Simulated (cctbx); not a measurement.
**KSrTbCrO6: as given, inverted or twinned?**

Space group F-43m (no. 216), a = 8.5500 Å, b = 8.5500 Å, c = 8.5500 Å, α = 90.00°, β = 90.00°, γ = 90.00°.

```csv
atom,mult.,x,y,z,Ueq (Å²)
Tb1,4,1/2,0,0,0.0082
Sr1,4,1/4,1/4,1/4,0.0099
Cr1,4,0,0,0,0.0235
K1,4,1/4,1/4,3/4,0.0194
O1,24,1/2,0,0.7299,0.0174
```

The model is made up (kin elements in a known structure type, no relaxation), so it says nothing on whether the phase exists.

Data sets are simulated with cctbx and refined with Bijvoet mates kept apart; Flack x is then fitted as the share of an inverted twin with the atoms fixed, Hooft y from the Bijvoet differences. The group is acentric but holds improper operations, so there is an absolute structure (orientation) and no hand.

Untwinned crystal. What Flack and Hooft values should come out?

```
  λ (Å)  extinction (unmodelled)  d min (Å)  top counts  error (%)     model      R1  Flack x   s.u.  Hooft y   s.u.  pairs
0.71073                      0.1       0.77       70000          4  as given  0.0064    0.000  0.016   -0.010  0.011     42
0.71073                      0.1       0.77       70000          4  inverted  0.0392    0.998  0.018    1.021  0.011     42
1.54184                        0       0.83       20000          6  as given  0.0086    0.006  0.008   -0.001  0.008     33
```

With Mo Kα, x is within 3 s.u. of 0, so the absolute structure is right. With Cu Kα, x is within 3 s.u. of 0, so the absolute structure is right. Inverting the model turns x into about 1 − x.

A further crystal gives:

| λ (Å) | extinction (unmodelled) | d min (Å) | top counts | error (%) | model | R1 | Flack x | s.u. | Hooft y | s.u. | pairs |
| --- | --- | --- | --- | --- | --- | --- | --- | --- | --- | --- | --- |
| 0.7749 | 0 | 0.8 | 20000 | 4 | as given | 0.0089 | 0.16 | 0.04 | 0.158 | 0.029 | 37 |

**Question.** What is it?

It was simulated as an inversion twin with a fraction 0.3 of the inverted domain. Flack x misses it by more than three s.u., since the atoms were refined without the twin.

[Logs are printed without paths, hosts, clocks, repeated set-up lines and the standing remarks that a program may print on its own settings, such as how far it seeks lower states.]
